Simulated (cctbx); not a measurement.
# GdZrPt with cctbx, script by script

Library: cctbx 2025.11. The data are simulated by the first script.

## 1. Simulate the data

run.py:

```python
from cctbx import adptbx, crystal, miller, sgtbx, xray
from cctbx.array_family import flex
from iotbx.shelx import hklf
from scitbx import matrix
import scitbx.random

cs = crystal.symmetry(unit_cell=(7.366, 7.366, 3.923, 90, 90, 120), space_group_symbol='Hall: P -6 -2')  # P-62m
atoms = [  # label, site, U (iso, or U11 U22 U33 U12 U13 U23 in A^2), occupancy
    ("Pt1", (0, 0, 0.5), 0.0098, 1),
    ("Pt2", (1/3, 2/3, 0), 0.0132, 1),
    ("Gd1", (0, 0.5823, 0.5), 0.0140, 0.8),
    ("Zr1", (0, 0.5823, 0.5), 0.0140, 0.2),
    ("Zr2", (0, 0.2548, 0), 0.0105, 0.8),
    ("Gd2", (0, 0.2548, 0), 0.0105, 0.2),
]
xs = xray.structure(crystal_symmetry=cs)
for label, site, u, occ in atoms:
    u = adptbx.u_cif_as_u_star(cs.unit_cell(), u) if isinstance(u, tuple) else u
    xs.add_scatterer(xray.scatterer(label, site=site, u=u, occupancy=occ))
xs.set_inelastic_form_factors(1.3414, "sasaki")
xs.show_summary()
p1 = xs.expand_to_p1()
ms = miller.build_set(p1, anomalous_flag=True, d_min=0.83)
flex.set_random_seed(221162)
scitbx.random.set_random_seed(221162)
ms = ms.select(flex.random_double(ms.size()) < 0.7)
i = ms.structure_factors_from_scatterers(p1, algorithm="direct").f_calc().as_intensity_array().data()
i = i * 5000 / flex.max(i)
sig = flex.sqrt(i + flex.pow2(0.03 * i) + 8 ** 2)
noise = scitbx.random.variate(scitbx.random.normal_distribution())(i.size())
data = ms.array(data=i + sig * noise, sigmas=sig).set_observation_type_xray_intensity()
with open("data.hkl", "w") as f:
    data.export_as_shelx_hklf(f)
print("reflections written:", data.size(), " <I/sigma> = %.1f" % flex.mean(data.data() / data.sigmas()))
for h, a, b in list(data.sort("data"))[:12]:
    print("%4d%4d%4d %9.1f %7.1f" % (h + (a, b)))
```

```console
$ python run.py
```

```text
Number of scatterers: 6
At special positions: 6
Unit cell: (7.366, 7.366, 3.923, 90, 90, 120)
Space group: P -6 2 m (No. 189)
reflections written: 949  <I/sigma> = 11.2
   0   0  -2    4887.8   166.0
   0   0   2    4753.0   166.0
   0  -3   0    2286.4    79.5
  -2   0  -1    2151.7    78.0
   3  -3   0    2144.3    79.5
   2  -2   1    2129.2    78.0
   0   2   1    2119.0    78.0
   0  -2   1    2117.3    78.0
   2   0   1    2108.4    78.0
   0  -2  -1    2043.6    78.0
   3   0   0    2026.0    79.5
   2  -2  -1    2021.6    78.0
```

It took 0.25 s on 1 thread of Arm Neoverse V2, on a shared host, peak memory 0.07 GiB.

## 2. Refinement

run.py:

```python
import math
from cctbx import adptbx, crystal, maptbx, sgtbx, xray
from cctbx.array_family import flex
from cctbx.xray import observations
from iotbx.shelx import hklf
from scitbx.lstbx import normal_eqns_solving
from smtbx import absolute_structure, utils
from smtbx.refinement import constraints, least_squares

cs = crystal.symmetry(unit_cell=(7.366, 7.366, 3.923, 90, 90, 120), space_group_symbol='Hall: P -6 -2')  # P-62m
atoms = [  # label, site, U (iso, or U11 U22 U33 U12 U13 U23 in A^2), occupancy
    ("Pt1", (0, 0, 0.5), 0.0200, 1),
    ("Pt2", (1/3, 2/3, 0), 0.0200, 1),
    ("Gd1", (0, 0.5823, 0.5), 0.0200, 1),
    ("Zr2", (0, 0.2548, 0), 0.0200, 1),
]
xs = xray.structure(crystal_symmetry=cs)
for label, site, u, occ in atoms:
    u = adptbx.u_cif_as_u_star(cs.unit_cell(), u) if isinstance(u, tuple) else u
    xs.add_scatterer(xray.scatterer(label, site=site, u=u, occupancy=occ))
xs.set_inelastic_form_factors(1.3414, "sasaki")
xs.convert_to_anisotropic()
raw = hklf.reader(file_name="data.hkl").as_miller_arrays(crystal_symmetry=cs, anomalous=True)[0]
merged = raw.eliminate_sys_absent().merge_equivalents()
fo2 = merged.array().set_observation_type_xray_intensity()
print("Rint %.3f, %d unique reflections to %.2f A" % (merged.r_int(), fo2.size(), fo2.d_min()))
for sc in xs.scatterers():
    sc.flags.set_grad_site(True)
    sc.flags.set_grad_u_aniso(sc.flags.use_u_aniso())
    sc.flags.set_grad_u_iso(sc.flags.use_u_iso())
obs = fo2.as_xray_observations()
extra = {}
rep = constraints.reparametrisation(xs, [], utils.connectivity_table(xs), **extra)
ls = least_squares.crystallographic_ls(obs, rep, weighting_scheme=least_squares.mainstream_shelx_weighting(a=0, b=0))
print("cycle     R1     wR2    GooF  max shift (A)")
for cycle in range(12):
    ls.build_up()
    r1, wr2, goof = ls.r1_factor(cutoff_factor=2)[0], ls.wR2(), ls.goof()
    old = xs.sites_cart()
    normal_eqns_solving.levenberg_marquardt_iterations(ls, n_max_iterations=3, tau=1e-06, step_threshold=1e-7)
    big = flex.max((xs.sites_cart() - old).norms())
    print("%4d %7.4f %7.4f %7.3f %9.5f" % (cycle + 1, r1, wr2, goof, big))
    ls.build_up(objective_only=True)
    if abs(ls.wR2() - wr2) < 5e-5 and big < 5e-4:
        break
ls.build_up()
print("final R1 %.4f wR2 %.4f GooF %.3f  parameters %d  data/parameter %.1f" % (ls.r1_factor(cutoff_factor=2)[0], ls.wR2(), ls.goof(), ls.n_parameters, fo2.size() / ls.n_parameters))
cov = ls.covariance_matrix_and_annotations()
su = dict(zip(cov.annotations, (math.sqrt(max(v, 0)) for v in cov.matrix.matrix_packed_u_diagonal())))
a2 = cs.unit_cell().reciprocal_parameters()[0] ** -2
print("atom        x        y        z      Ueq    occ   su(xyz)  su(Uiso or U11)")
for sc in xs.scatterers():
    s = max(su.get(sc.label + k, 0) for k in (".x", ".y", ".z"))
    npd = "" if sc.is_positive_definite_u(cs.unit_cell()) else "  NPD"
    print("%-5s %8.5f %8.5f %8.5f %8.4f %6.3f %8.5f %7.4f%s" % ((sc.label,) + sc.site + (sc.u_iso_or_equiv(cs.unit_cell()), sc.occupancy, s, su.get(sc.label + ".uiso", su.get(sc.label + ".u11", 0) * a2), npd)))
fo = fo2.f_sq_as_f()
fc = fo.structure_factors_from_scatterers(xs, algorithm="direct").f_calc()
diff = fo.f_obs_minus_f_calc(1 / math.sqrt(ls.scale_factor()), fc).average_bijvoet_mates()
m = diff.fft_map(symmetry_flags=maptbx.use_space_group_symmetry, resolution_factor=0.25).apply_volume_scaling()
print("difference map: max %.2f min %.2f rms %.2f" % (m.statistics().max(), m.statistics().min(), m.statistics().sigma()))
peaks = m.peak_search(parameters=maptbx.peak_search_parameters(min_distance_sym_equiv=0.6, max_clusters=6)).all()
near = xs.closest_distances(peaks.sites(), distance_cutoff=4)
sps = cs.special_position_settings(min_distance_sym_equiv=0.5)
for k, (x, h) in enumerate(zip(peaks.sites(), peaks.heights())):
    ss = sps.site_symmetry(x)
    print("Q%-3d %7.4f %7.4f %7.4f %4d %7.2f  %.2f A from %s" % ((k + 1,) + tuple(t % 1 for t in ss.exact_site()) + (ss.multiplicity(), h, near.smallest_distances[k], xs.scatterers()[near.i_seqs[k]].label)))
```

```console
$ python run.py
```

```text
Rint 0.049, 147 unique reflections to 0.83 A
cycle     R1     wR2    GooF  max shift (A)
   1  0.0801  0.1824   5.780   0.00550
   2  0.0317  0.0730   2.314   0.00001
final R1 0.0317 wR2 0.0730 GooF 2.314  parameters 12  data/parameter 12.2
atom        x        y        z      Ueq    occ   su(xyz)  su(Uiso or U11)
Pt1    0.00000  0.00000  0.50000   0.0097  1.000  0.00000  0.0009
Pt2    0.33333  0.66667  0.00000   0.0125  1.000  0.00000  0.0007
Gd1    0.00000  0.58305  0.50000   0.0186  1.000  0.00045  0.0015
Zr2    0.00000  0.25458  0.00000   0.0032  1.000  0.00045  0.0016
difference map: max 2.03 min -2.11 rms 0.49
Q1    0.0000  0.2248  0.0000    3    2.03  0.22 A from Zr2
Q2    0.0000  0.1896  0.5000    3    1.80  1.40 A from Pt1
Q3    0.1506  0.7444  0.5000    6    1.49  1.15 A from Gd1
Q4    0.0000  0.0787  0.2494    6    1.35  1.14 A from Pt1
Q5    0.0000  0.7634  0.0000    3    1.33  1.81 A from Zr2
Q6    0.1050  0.2447  0.5000    6    1.32  1.57 A from Pt1
```

Time: 0.39 s.

This run holds a fault made on purpose: disorder ignored: each site full, of its main element.

## 3. Refinement (occupancies of the disordered sites free, main element alone)

run.py, as its changes from the last script of this kind:

```diff
@@ -12,4 +12,4 @@
-    ("Pt1", (0, 0, 0.5), 0.0200, 1),
-    ("Pt2", (1/3, 2/3, 0), 0.0200, 1),
-    ("Gd1", (0, 0.5823, 0.5), 0.0200, 1),
-    ("Zr2", (0, 0.2548, 0), 0.0200, 1),
+    ("Pt1", (0, 0, 0.5), 0.0120, 1),
+    ("Pt2", (1/3, 2/3, 0), 0.0120, 1),
+    ("Gd1", (0, 0.58305, 0.5), 0.0120, 1),
+    ("Zr2", (0, 0.25458, 0), 0.0120, 1),
@@ -30,0 +31 @@
+    sc.flags.set_grad_occupancy(sc.label in ('Gd1', 'Zr2'))
@@ -36 +37 @@
-for cycle in range(12):
+for cycle in range(20):
@@ -55,0 +57,2 @@
+print("su of occupancy Gd1: %.3f" % su["Gd1.occ"])
+print("su of occupancy Zr2: %.3f" % su["Zr2.occ"])
```

```console
$ python run.py
```

```text
Rint 0.049, 147 unique reflections to 0.83 A
cycle     R1     wR2    GooF  max shift (A)
   1  0.0571  0.1339   4.274   0.00283
   2  0.0256  0.0560   1.788   0.00058
   3  0.0258  0.0549   1.751   0.00018
   4  0.0259  0.0548   1.748   0.00006
final R1 0.0259 wR2 0.0547 GooF 1.748  parameters 14  data/parameter 10.5
atom        x        y        z      Ueq    occ   su(xyz)  su(Uiso or U11)
Pt1    0.00000  0.00000  0.50000   0.0098  1.000  0.00000  0.0007
Pt2    0.33333  0.66667  0.00000   0.0132  1.000  0.00000  0.0006
Gd1    0.00000  0.58256  0.50000   0.0142  0.925  0.00035  0.0013
Zr2    0.00000  0.25465  0.00000   0.0106  1.139  0.00034  0.0015
su of occupancy Gd1: 0.011
su of occupancy Zr2: 0.019
difference map: max 1.42 min -1.20 rms 0.30
Q1    0.0000  0.5964  0.5000    3    1.48  0.10 A from Gd1
Q2    0.0908  0.2331  0.5000    6    1.18  1.50 A from Pt1
Q3    0.3333  0.6667  0.5000    2    1.06  1.96 A from Pt2
Q4    0.1618  0.7895  0.5000    6    0.91  1.39 A from Gd1
Q5    0.0000  0.4776  0.0000    3    0.82  1.64 A from Zr2
Q6    0.2324  0.6203  0.2426   12    0.77  1.15 A from Pt2
```

Run time: 0.5 s on 1 thread of Arm Neoverse V2 (shared host), peak memory 0.09 GiB.

[Logs are printed without paths, hosts, clocks, repeated set-up lines and the standing remarks that a program may print on its own settings, such as how far it seeks lower states.]
